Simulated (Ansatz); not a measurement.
## Generalised stacking fault on (111) (glide set) of a Ge-Si solid solution (72 atoms): a reference run and its variants

The cell holds 72 atoms: 51 Ge and 21 Si. Cell: a = 6.849 Å, b = 11.862 Å, c = 19.704 Å, α = 90.0°, β = 83.3°, γ = 90.0°. It derives from Ge and Si. Diamond-structure Ge (a = 5.5919 Å), cell with z along [111], 1 x 3 x 2 periods; the third cell vector is tilted by 0.333 of 1/2[11-2] and lengthened by 0.2 Å, so the cell holds one fault (glide set); displaced by a Gaussian of 0.01 Å; 21 of 72 Ge sites given to Si at random (lattice constant by Vegard's rule between Ge and Si).

Geometry: as built.

Reference run: Kohn-Sham DFT, PBE, PAW (set soft_2), plane waves (Ansatz 0.2.0), cutoff 750 eV, k-mesh 2×1×1, gaussian smearing of 0.05 eV.

* r.m.s. force component: 0.4669 eV/Å
* gap (highest filled to lowest empty level): 0.2039 eV
* SCF cycles: 9
* time: 52 s on 8 threads of Arm Neoverse V1, shared host

**Question.** The same geometry is run again with each of these changes. How far do the results move, and how long does each run take?
- support functions medium
- support functions low
- support functions high
- support functions medium, radius 4.06 Å
- support functions medium, radius 4.39 Å
- support functions medium, radius 4.69 Å
- support functions medium, radius 5.02 Å
- support functions medium, radius 5.65 Å
- support functions medium, radius 6.28 Å

Each row is set against the run with plane waves at 750 eV (Kohn-Sham DFT, PBE, PAW (set soft_2), plane waves; r.m.s. force component 0.467 eV/Å). Energies are set beside the reference only for runs with its functional, potentials and electron count. Times are for 8 threads of Arm Neoverse V1, shared host.

| run | Δ force, r.m.s. (meV/Å) | share of r.m.s. force (%) | Δ energy (meV/atom) | Δ gap (eV) | cycles | time | host memory (GiB) |
| --- | --- | --- | --- | --- | --- | --- | --- |
| reference | - | - | - | - | 9 | 52 s | 9.1 |
| support functions medium | 0.188 | 0.0402 | -0.148 | -1.0e-4 | 12 | 72 s | 3.4 |
| support functions low | 0.188 | 0.0402 | -0.148 | -1.0e-4 | 12 | 72 s | 3.4 |
| support functions high | 0.023 | 0.0049 | -0.102 | 1.0e-4 | 16 | 5.2 min | 7.0 |
| support functions medium, radius 4.06 Å | 0.286 | 0.0612 | -0.149 | -1.0e-4 | 12 | 67 s | 3.2 |
| support functions medium, radius 4.39 Å | 0.149 | 0.032 | -0.148 | -1.0e-4 | 13 | 84 s | 3.6 |
| support functions medium, radius 4.69 Å | 0.113 | 0.0242 | -0.150 | 0 | 13 | 1.7 min | 4.1 |
| support functions medium, radius 5.02 Å | 0.111 | 0.0238 | -0.150 | 0 | 13 | 2.1 min | 4.6 |
| support functions medium, radius 5.65 Å | 0.114 | 0.0245 | -0.150 | 0 | 13 | 3.6 min | 5.5 |
| support functions medium, radius 6.28 Å | 0.114 | 0.0244 | -0.150 | 0 | 14 | 5.4 min | 6.9 |

Among numerical settings the force difference runs from 0.023 meV/Å (support functions high) to 0.29 meV/Å (support functions medium, radius 4.06 Å). At 72 atoms the fastest of the runs at a preset level, support functions low, takes 1.4 times the time of plane waves, in 12 SCF cycles against 9. Differences between support functions and plane waves include what basis error the plane-wave run still has. As the radius goes from 4.06 to 6.28 Å, the force difference goes from 0.29 to 0.11 meV/Å (not steadily; the least is 0.11 at 5.02 Å), and the time from 67 s to 5.4 min. 

[Hosts, paths, dates, database ids (printed as entryN), source tags and the programs' standing remarks are cut or masked in the printed files.]
